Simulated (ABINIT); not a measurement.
# Quasiparticle gap of CsPbCl3 (Pm-3m) in ABINIT, part 2 of 3

Wanted: ground state, empty states, screening and self-energy for CsPbCl3 (Pm-3m).

ABINIT 10.8.3; PBE and many-body steps on it, plane waves. Known limits of the many-body steps: not at the basis limit; no spin-orbit coupling; coarse k mesh.

So far. Step 2 (Ground state): The gap is direct, at (0.500, 0.500, 0.500).

**3. Bands along the symmetry lines**

Level of this step: DFT, PBE, plane waves, norm-conserving pseudopotentials (ABINIT).

Levels along a band path, at the cheap level, show where the edges lie and whether the meshes to come will hold them.

run.abi reads:

```
acell 3*1.0 Angstrom
rprim 
  5.605000000000 0.000000000000 0.000000000000
  0.000000000000 5.605000000000 0.000000000000
  0.000000000000 0.000000000000 5.605000000000
ntypat 3
znucl 55 82 17
natom 5
typat 1 2 3 3 3
xred 
  0.000000000000 0.000000000000 0.000000000000
  0.500000000000 0.500000000000 0.500000000000
  0.500000000000 0.500000000000 0.000000000000
  0.000000000000 0.500000000000 0.500000000000
  0.500000000000 0.000000000000 0.500000000000
pp_dirpath "pseudos"
pseudos "Cs.upf, Pb.upf, Cl.upf"
ecut 32
iscf -2
irdden 1
kptopt 0
nkpt 26
kpt 
  0.00000000 0.00000000 0.00000000
  0.00000000 0.12500000 0.00000000
  0.00000000 0.25000000 0.00000000
  0.00000000 0.37500000 0.00000000
  0.00000000 0.50000000 0.00000000
  0.12500000 0.50000000 0.00000000
  0.25000000 0.50000000 0.00000000
  0.37500000 0.50000000 0.00000000
  0.50000000 0.50000000 0.00000000
  0.37500000 0.37500000 0.00000000
  0.25000000 0.25000000 0.00000000
  0.12500000 0.12500000 0.00000000
  0.00000000 0.00000000 0.00000000
  0.12500000 0.12500000 0.12500000
  0.25000000 0.25000000 0.25000000
  0.37500000 0.37500000 0.37500000
  0.50000000 0.50000000 0.50000000
  0.37500000 0.50000000 0.37500000
  0.25000000 0.50000000 0.25000000
  0.12500000 0.50000000 0.12500000
  0.00000000 0.50000000 0.00000000
  0.50000000 0.50000000 0.50000000
  0.50000000 0.50000000 0.37500000
  0.50000000 0.50000000 0.25000000
  0.50000000 0.50000000 0.12500000
  0.50000000 0.50000000 0.00000000
istwfk *1
nband 33
nbdbuf 2
tolwfr 1e-08
nstep 40
prtwf 0
prtvol 0
indata_prefix "in"
outdata_prefix "out"
tmpdata_prefix "tmp"
```

On the command line:

```
OMP_NUM_THREADS=1 mpirun -n 4 abinit run.abi > log
```

Numbers of over 12 decimals in the logs are rounded to 6 here.

Log:

```text
.Version 10.8.3 of ABINIT. v10.8.2 released Aug 2026.

 Symmetries : space group Pm -3 m (#221); Bravais cP (primitive cubic)
[... echo of the input left out ...]
== DATASET  1 ==================================================================
-   mpi_nproc: 4, omp_nthreads: 1 (-1 if OMP is not activated)

--- !DatasetInfo
iteration_state: {dtset: 1, }
dimensions: {natom: 5, nkpt: 26, mband: 33, nsppol: 1, nspinor: 1, nspden: 1, mpw: 10315, }
cutoff_energies: {ecut:  32.0, pawecutdg:  -1.0, }
electrons: {nelect:   5.20000000E+01, charge:   0.00000000E+00, occopt:   1.00000000E+00, tsmear:   1.00000000E-02, }

 Real(R)+Recip(G) space primitive vectors, cartesian coordinates (Bohr,Bohr^-1):
 R(1)= 10.5919149  0.0000000  0.0000000  G(1)=  0.0944116  0.0000000  0.0000000
 R(2)=  0.0000000 10.5919149  0.0000000  G(2)=  0.0000000  0.0944116  0.0000000
 R(3)=  0.0000000  0.0000000 10.5919149  G(3)=  0.0000000  0.0000000  0.0944116
 Unit cell volume ucvol=  1.1882928E+03 bohr^3
 Angles (23,13,12)=  9.00000000E+01  9.00000000E+01  9.00000000E+01 degrees

 getcut: wavevector=  0.0000  0.0000  0.0000  ngfft=  54  54  54
         ecut(hartree)=     32.000   => boxcut(ratio)=   2.00207

--- Pseudopotential description ------------------------------------------------
- Cs Generated using ONCVPSP code by D. R. Hamann
- 55.00000   9.00000  171031                  znucl, zion, pspdat
12 -101130 3 -1 2414                          pspcod,pspxc,lmax,lloc,mmax
     nproj     2     2     2     2
  pspatm : epsatm=   22.81663564
         --- l  ekb(1:nproj) -->
             0    6.176104    0.756334
             1    6.263084    0.786397
             2    3.737592    0.906929
[...]
pspatm: atomic psp has been read  and splines computed

- Pb Generated using ONCVPSP code by D. R. Hamann
- 82.00000  22.00000  220131                  znucl, zion, pspdat
12 -101130 3 -1 1692                          pspcod,pspxc,lmax,lloc,mmax
     nproj     2     2     2     1
  pspatm : epsatm=   27.21822286
         --- l  ekb(1:nproj) -->
[...]
3    9.337611
 pspatm: atomic psp has been read  and splines computed

- Cl Generated using ONCVPSP code by D. R. Hamann
- 17.00000   7.00000  171031                  znucl, zion, pspdat
12 -101130 2 -1 1028                          pspcod,pspxc,lmax,lloc,mmax
     nproj     2     2     2     0
  pspatm : epsatm=    9.12776517
         --- l  ekb(1:nproj) -->
[...]
pspatm: atomic psp has been read  and splines computed

--------------------------------------------------------------------------------

================================================================================
 prteigrs : about to open file out_EIG
 Non-SCF case, kpt    1 (  0.00000  0.00000  0.00000), residuals and eigenvalues=
  6.30E-09  1.92E-09  4.87E-09  8.05E-09  7.00E-09  3.92E-09  8.29E-09  4.08E-09
[...]
Non-SCF case, kpt   25 (  0.50000  0.50000  0.12500), residuals and eigenvalues=
[...]
Non-SCF case, kpt   26 (  0.50000  0.50000  0.00000), residuals and eigenvalues=
[...]
-2.3826E-02 -2.7424E-03 -2.7424E-03 -1.4325E-03 -1.4325E-03  8.2114E-04
  2.0686E-02  7.2320E-02  1.9495E-01  1.9495E-01  2.8318E-01  3.0027E-01
[...]
--- !ResultsGS
iteration_state: {dtset: 1, }
comment   : Summary of ground state results
lattice_vectors:
- [ 10.5919149,   0.0000000,   0.0000000, ]
- [  0.0000000,  10.5919149,   0.0000000, ]
- [  0.0000000,   0.0000000,  10.5919149, ]
lattice_lengths: [  10.59191,   10.59191,   10.59191, ]
lattice_angles: [ 90.000,  90.000,  90.000, ] # degrees, (23, 13, 12)
lattice_volume:   1.1882928E+03
convergence: {deltae:  0.000E+00, res2:  0.000E+00, residm:  9.999E-09, diffor:  0.000E+00, }
etotal    :  -2.82636524E+02
entropy   :   0.00000000E+00
fermie    :   1.02427899E-01
cartesian_stress_tensor: null
pressure_GPa: null
xred      :
- [  0.0000E+00,   0.0000E+00,   0.0000E+00, Cs]
- [  5.0000E-01,   5.0000E-01,   5.0000E-01, Pb]
- [  5.0000E-01,   5.0000E-01,   0.0000E+00, Cl]
- [  0.0000E+00,   5.0000E-01,   5.0000E-01, Cl]
- [  5.0000E-01,   0.0000E+00,   5.0000E-01, Cl]
cartesian_forces: null
force_length_stats: {min: null, max: null, mean: null, }

 Integrated electronic density in atomic spheres:
 ------------------------------------------------
 Atom  Sphere_radius  Integrated_density
[...]
================================================================================

 ----iterations are completed or convergence reached----

 Mean square residual over all n,k,spin=   68.168E-10; max=  99.992E-10
 reduced coordinates (array xred) for    5 atoms
[...]
0.000000000000      0.500000000000      0.500000000000
       0.500000000000      0.000000000000      0.500000000000

 cartesian coordinates (angstrom) at end:
    1      0.000000     0.000000     0.000000
    2      2.802500     2.802500     2.802500
    3      2.802500     2.802500     0.000000
    4      0.000000     2.802500     2.802500
    5      2.802500     0.000000     2.802500
 length scales=  1.889726125908  1.889726125908  1.889726125908 bohr
              =  1.000000000000  1.000000000000  1.000000000000 angstroms
 prteigrs : about to open file out_EIG
 Eigenvalues (hartree) for nkpt=  26  k points:
 kpt#   1, nband= 33, wtk=  1.00000, kpt=  0.0000  0.0000  0.0000 (reduced coord)
[...]
kpt#   2, nband= 33, wtk=  1.00000, kpt=  0.0000  0.1250  0.0000 (reduced coord)
[...]
kpt#   3, nband= 33, wtk=  1.00000, kpt=  0.0000  0.2500  0.0000 (reduced coord)
[...]
kpt#  25, nband= 33, wtk=  1.00000, kpt=  0.5000  0.5000  0.1250 (reduced coord)
[...]
0.32530
 kpt#  26, nband= 33, wtk=  1.00000, kpt=  0.5000  0.5000  0.0000 (reduced coord)
[...]
-0.19641   -0.06162   -0.02383   -0.00274   -0.00274   -0.00143   -0.00143    0.00082
   0.02069    0.07232    0.19495    0.19495    0.28318    0.30027    0.31371    0.32720
   0.33270

== END DATASET(S) ==============================================================
================================================================================

 -outvars: echo values of variables after computation  --------
            nband          33
             nkpt          26
          spgroup         221
 [... the other variables as echoed above ...]

 Calculation completed.
```

It took 57 s on 4 MPI ranks of Arm Neoverse V2, shared host; peak memory 0.44 GiB; 3.8 min of CPU time.

This step gave:

```
gap                        : 1.932 eV
k of the valence top       : 0.5, 0.5, 0.5
k of the conduction bottom : 0.5, 0.5, 0.5
least direct gap           : 1.932 eV
```

The gap is 1.932 eV, as in the run before at this level.

The electronic bands at the labelled points (eV, zero at the top of the highest filled band):

```csv
point,band 23,band 24,band 25,band 26,band 27,band 28,band 29,band 30
Γ,-2.64,-2.54,-2.54,-2.54,3.34,4.28,4.28,5.19
halfway,-2.69,-2.59,-2.59,-2.44,3.85,4.63,4.69,4.83
X,-2.74,-2.64,-2.64,-1.69,3.02,4.68,5.19,5.33
halfway,-2.73,-2.65,-2.40,-1.46,2.76,4.07,5.10,5.16
M,-2.83,-2.76,-2.22,-0.82,2.52,2.52,4.92,5.38
halfway,-2.66,-2.63,-2.43,-2.26,4.08,4.25,4.63,5.04
Γ,-2.64,-2.54,-2.54,-2.54,3.34,4.28,4.28,5.19
halfway,-2.45,-2.45,-2.44,-2.10,3.91,3.91,3.99,4.88
R,-2.21,-2.21,-2.21,0.00,1.93,1.93,1.93,5.10
halfway,-2.49,-2.46,-2.36,-1.26,2.48,3.67,3.83,5.20
X,-2.74,-2.64,-2.64,-1.69,3.02,4.68,5.19,5.33
jump to R,-2.21,-2.21,-2.21,0.00,1.93,1.93,1.93,5.10
halfway,-2.44,-2.44,-2.22,-0.62,2.22,2.22,3.49,5.46
M,-2.83,-2.76,-2.22,-0.82,2.52,2.52,4.92,5.38
```

**4. Empty states on the mesh, 2×2×2 mesh, 264 bands**

The sums over transitions need many empty states on a uniform mesh; this step solves for them.

run.abi reads:

```
acell 3*1.0 Angstrom
rprim 
  5.605000000000 0.000000000000 0.000000000000
  0.000000000000 5.605000000000 0.000000000000
  0.000000000000 0.000000000000 5.605000000000
ntypat 3
znucl 55 82 17
natom 5
typat 1 2 3 3 3
xred 
  0.000000000000 0.000000000000 0.000000000000
  0.500000000000 0.500000000000 0.500000000000
  0.500000000000 0.500000000000 0.000000000000
  0.000000000000 0.500000000000 0.500000000000
  0.500000000000 0.000000000000 0.500000000000
pp_dirpath "pseudos"
pseudos "Cs.upf, Pb.upf, Cl.upf"
ecut 32
ngkpt 2 2 2
nshiftk 1
shiftk 0 0 0
kptopt 1
chksymbreak 0
iscf -2
irdden 1
istwfk *1
nband 264
nbdbuf 24
tolwfr 1e-09
nstep 60
prtvol 0
indata_prefix "in"
outdata_prefix "out"
tmpdata_prefix "tmp"
```

Log:

```text
.Version 10.8.3 of ABINIT. v10.8.2 released Aug 2026.

 Symmetries : space group Pm -3 m (#221); Bravais cP (primitive cubic)
[... echo of the input left out ...]
== DATASET  1 ==================================================================
-   mpi_nproc: 4, omp_nthreads: 1 (-1 if OMP is not activated)

--- !DatasetInfo
iteration_state: {dtset: 1, }
dimensions: {natom: 5, nkpt: 4, mband: 264, nsppol: 1, nspinor: 1, nspden: 1, mpw: 10280, }
cutoff_energies: {ecut:  32.0, pawecutdg:  -1.0, }
electrons: {nelect:   5.20000000E+01, charge:   0.00000000E+00, occopt:   1.00000000E+00, tsmear:   1.00000000E-02, }

 Real(R)+Recip(G) space primitive vectors, cartesian coordinates (Bohr,Bohr^-1):
 R(1)= 10.5919149  0.0000000  0.0000000  G(1)=  0.0944116  0.0000000  0.0000000
 R(2)=  0.0000000 10.5919149  0.0000000  G(2)=  0.0000000  0.0944116  0.0000000
 R(3)=  0.0000000  0.0000000 10.5919149  G(3)=  0.0000000  0.0000000  0.0944116
 Unit cell volume ucvol=  1.1882928E+03 bohr^3
 Angles (23,13,12)=  9.00000000E+01  9.00000000E+01  9.00000000E+01 degrees

 getcut: wavevector=  0.0000  0.0000  0.0000  ngfft=  54  54  54
         ecut(hartree)=     32.000   => boxcut(ratio)=   2.00207

--- Pseudopotential description ------------------------------------------------
- Cs Generated using ONCVPSP code by D. R. Hamann
- 55.00000   9.00000  171031                  znucl, zion, pspdat
12 -101130 3 -1 2414                          pspcod,pspxc,lmax,lloc,mmax
     nproj     2     2     2     2
  pspatm : epsatm=   22.81663564
         --- l  ekb(1:nproj) -->
             0    6.176104    0.756334
             1    6.263084    0.786397
             2    3.737592    0.906929
[...]
pspatm: atomic psp has been read  and splines computed

- Pb Generated using ONCVPSP code by D. R. Hamann
- 82.00000  22.00000  220131                  znucl, zion, pspdat
12 -101130 3 -1 1692                          pspcod,pspxc,lmax,lloc,mmax
     nproj     2     2     2     1
  pspatm : epsatm=   27.21822286
         --- l  ekb(1:nproj) -->
[...]
3    9.337611
 pspatm: atomic psp has been read  and splines computed

- Cl Generated using ONCVPSP code by D. R. Hamann
- 17.00000   7.00000  171031                  znucl, zion, pspdat
12 -101130 2 -1 1028                          pspcod,pspxc,lmax,lloc,mmax
     nproj     2     2     2     0
  pspatm : epsatm=    9.12776517
         --- l  ekb(1:nproj) -->
[...]
pspatm: atomic psp has been read  and splines computed

--------------------------------------------------------------------------------

================================================================================
 prteigrs : about to open file out_EIG
 Non-SCF case, kpt    1 (  0.00000  0.00000  0.00000), residuals and eigenvalues=
  5.18E-10  2.42E-10  6.04E-10  8.41E-10  6.15E-10  2.22E-10  3.12E-10  1.65E-10
  1.65E-10  8.44E-10  4.42E-10  1.97E-10  7.82E-10  2.19E-10  5.53E-10  7.69E-10
  3.63E-10  1.24E-10  2.43E-10  6.74E-10  1.88E-10  7.03E-10  9.49E-10  1.17E-10
[...]
-5.0237E+00 -2.8816E+00 -2.8816E+00 -2.8816E+00 -6.8291E-01 -5.1653E-01
 -5.1653E-01 -5.0762E-01 -5.0762E-01 -5.0762E-01 -4.5513E-01 -4.2305E-01
 -4.2305E-01 -1.9776E-01 -1.9776E-01 -1.9776E-01 -1.4101E-01 -6.9483E-02
[...]
2.3490E+00  2.3490E+00  2.3490E+00  2.3502E+00  2.3502E+00  2.3640E+00
  2.3640E+00  2.3668E+00  2.4134E+00  2.4134E+00  2.4134E+00  2.4580E+00
 prteigrs : prtvol=0 or 1, do not print more k-points.

--- !ResultsGS
iteration_state: {dtset: 1, }
comment   : Summary of ground state results
lattice_vectors:
- [ 10.5919149,   0.0000000,   0.0000000, ]
- [  0.0000000,  10.5919149,   0.0000000, ]
- [  0.0000000,   0.0000000,  10.5919149, ]
lattice_lengths: [  10.59191,   10.59191,   10.59191, ]
lattice_angles: [ 90.000,  90.000,  90.000, ] # degrees, (23, 13, 12)
lattice_volume:   1.1882928E+03
convergence: {deltae:  0.000E+00, res2:  0.000E+00, residm:  9.984E-10, diffor:  0.000E+00, }
etotal    :  -2.82636524E+02
entropy   :   0.00000000E+00
fermie    :   1.02427899E-01
cartesian_stress_tensor: null
pressure_GPa: null
xred      :
- [  0.0000E+00,   0.0000E+00,   0.0000E+00, Cs]
- [  5.0000E-01,   5.0000E-01,   5.0000E-01, Pb]
- [  5.0000E-01,   5.0000E-01,   0.0000E+00, Cl]
- [  0.0000E+00,   5.0000E-01,   5.0000E-01, Cl]
- [  5.0000E-01,   0.0000E+00,   5.0000E-01, Cl]
cartesian_forces: null
force_length_stats: {min: null, max: null, mean: null, }

 Integrated electronic density in atomic spheres:
 ------------------------------------------------
 Atom  Sphere_radius  Integrated_density
[...]
================================================================================

 ----iterations are completed or convergence reached----

 Mean square residual over all n,k,spin=   48.734E-11; max=  99.841E-11
 reduced coordinates (array xred) for    5 atoms
[...]
0.000000000000      0.500000000000      0.500000000000
       0.500000000000      0.000000000000      0.500000000000

 cartesian coordinates (angstrom) at end:
    1      0.000000     0.000000     0.000000
    2      2.802500     2.802500     2.802500
    3      2.802500     2.802500     0.000000
    4      0.000000     2.802500     2.802500
    5      2.802500     0.000000     2.802500
 length scales=  1.889726125908  1.889726125908  1.889726125908 bohr
              =  1.000000000000  1.000000000000  1.000000000000 angstroms
 prteigrs : about to open file out_EIG
 Eigenvalues (hartree) for nkpt=   4  k points:
 kpt#   1, nband=264, wtk=  0.12500, kpt=  0.0000  0.0000  0.0000 (reduced coord)
[...]
2.33660    2.34082    2.34082    2.34082    2.34897    2.34897    2.34897    2.35024
   2.35024    2.36402    2.36402    2.36679    2.41336    2.41337    2.41338    2.45800
 prteigrs : prtvol=0 or 1, do not print more k-points.

== END DATASET(S) ==============================================================
================================================================================

 -outvars: echo values of variables after computation  --------
            nband         264
             nkpt           4
          spgroup         221
 [... the other variables as echoed above ...]

 Calculation completed.
```

Run time: 2.2 min. Hardware: 4 MPI ranks; peak memory 0.47 GiB; 8.8 min of CPU time.

Numbers from this step:

| Property | Result |
| --- | --- |
| gap | 1.932 eV |
| k of the valence top | 0.5, 0.5, 0.5 |
| k of the conduction bottom | 0.5, 0.5, 0.5 |
| least direct gap | 1.932 eV |
| k points computed | 4 |
| lowest point of the top converged band, above the valence top | 58.9540 eV |

On this mesh the gap is 1.932 eV.

**5. Screening, 2×2×2 mesh, 240 bands, screening to 130.6 eV**

The RPA dielectric matrix is built and inverted for each q.

This step: RPA screening on PBE, plane waves, norm-conserving pseudopotentials.

Changes to run.abi since step 4:

```diff
@@ -23,10 +23,11 @@
 chksymbreak 0
-iscf -2
-irdden 1
 istwfk *1
-nband 264
-nbdbuf 24
-tolwfr 1e-09
-nstep 60
-prtvol 0
+occopt 1
+irdwfk 1
+optdriver 3
+nband 240
+ecuteps 4.8
+inclvkb 2
+awtr 1
+symchi 1
 indata_prefix "in"
```

Log:

```text
.Version 10.8.3 of ABINIT. v10.8.2 released Aug 2026.

 Symmetries : space group Pm -3 m (#221); Bravais cP (primitive cubic)
[... echo of the input left out ...]
== DATASET  1 ==================================================================
-   mpi_nproc: 4, omp_nthreads: 1 (-1 if OMP is not activated)

--- !DatasetInfo
iteration_state: {dtset: 1, }
dimensions: {natom: 5, nkpt: 4, mband: 240, nsppol: 1, nspinor: 1, nspden: 1, mpw: 10280, }
cutoff_energies: {ecut:  32.0, pawecutdg:  -1.0, }
electrons: {nelect:   5.20000000E+01, charge:   0.00000000E+00, occopt:   1.00000000E+00, tsmear:   1.00000000E-02, }

 SCREENING: Calculation of the susceptibility and dielectric matrices

 Based on a program developped by R.W. Godby, V. Olevano, G. Onida, and L. Reining.
 Incorporated in ABINIT by V. Olevano, G.-M. Rignanese, and M. Torrent.
.Using double precision arithmetic ; gwpc =  8

[... cell and pseudopotentials left out ...]
--------------------------------------------------------------------------------

 ==== K-mesh for the wavefunctions ====
 Number of points in the irreducible wedge :     4
[... list of points left out ...]
 Together with 48 symmetry operations and time-reversal symmetry
 yields     8 points in the full Brillouin Zone.

 ==== Q-mesh for the screening function ====
 Number of points in the irreducible wedge :     4
[... list of points left out ...]
 Together with 48 symmetry operations and time-reversal symmetry
 yields     8 points in the full Brillouin Zone.

 setmesh: FFT mesh size selected  =    40x   40x   40
          total number of points  =        64000

 vcoul_init : cutoff-mode = AUXILIARY_FUNCTION
 q-points for optical limit:   1
     1)      0.000010    0.000020    0.000030

- screening: taking advantage of time-reversal symmetry
- Maximum band index for partially occupied states nbvw = 26
- Remaining bands to be divided among processors   nbcw = 214
- Number of bands treated by each node ~53

 Number of electrons calculated from density =   52.0000; Expected =   52.0000
 average of density, n =  0.043760
 r_s =    1.7604
 omega_plasma =   20.1788 [eV]

 calculating chi0 at frequencies [eV] :
  1    0.000000E+00    0.000000E+00
  2    0.000000E+00    2.017881E+01

--------------------------------------------------------------------------------
  q-point number  1        q = ( 0.000000, 0.000000, 0.000000) [r.l.u.]
--------------------------------------------------------------------------------
[... chi0 elements left out ...]
 For q-point:  0.000010 0.000020 0.000030
  dielectric constant =   7.2248
  dielectric constant without local fields =   8.2198

  Average fulfillment of the sum rule on Im[epsilon] for q-point    1 :     72.37  [%]
[... wings left out ...]
  q-point number  2        q = ( 0.500000, 0.000000, 0.000000) [r.l.u.]
--------------------------------------------------------------------------------
[... chi0 elements left out ...]
  Average fulfillment of the sum rule on Im[epsilon] for q-point    2 :     77.75  [%]

 [... 2 further q-points ...]
```

Run time: 80 s. Hardware: 4 MPI ranks; peak memory 2.2 GiB; 5.3 min of CPU time.

This step gave:

```yaml
eps_infinity_with_local_fields_on_this_mesh_along_the_program_s_q_direction: 7.225
the_same_without_local_fields: 8.220
plasma_frequency: 20.18 eV
plane_waves_in_the_screening_matrix: 619
```

Local fields lower ε∞ by 12 %. On a Γ-centred mesh this coarse the value itself is usually too large, while a short band sum pulls it down.

[end of part 2 of 3]

[Paths, hosts, dates, memory and timing lines, banners, echoed tables and standing remarks are left out of the program output.]

[Logs are printed without paths, hosts, clocks, repeated set-up lines and the standing remarks that a program may print on its own settings, such as how far it seeks lower states.]

[Runs of the session that timed out or met a known fault of the program may be left out.]

[Hosts, paths, dates, database ids (printed as entryN), source tags and the programs' standing remarks are cut or masked in the printed files.]

[G0W0 gaps are taken among the corrected bands and points alone; a level outside them can change the order at an edge.]

[Where Ansatz stands beside ABINIT at settings called matched, ABINIT's density can come from a denser mesh and the files from another edition; pairs whose starting gaps differed by over 0.03 eV were left out, so agreement reads better than it is.]
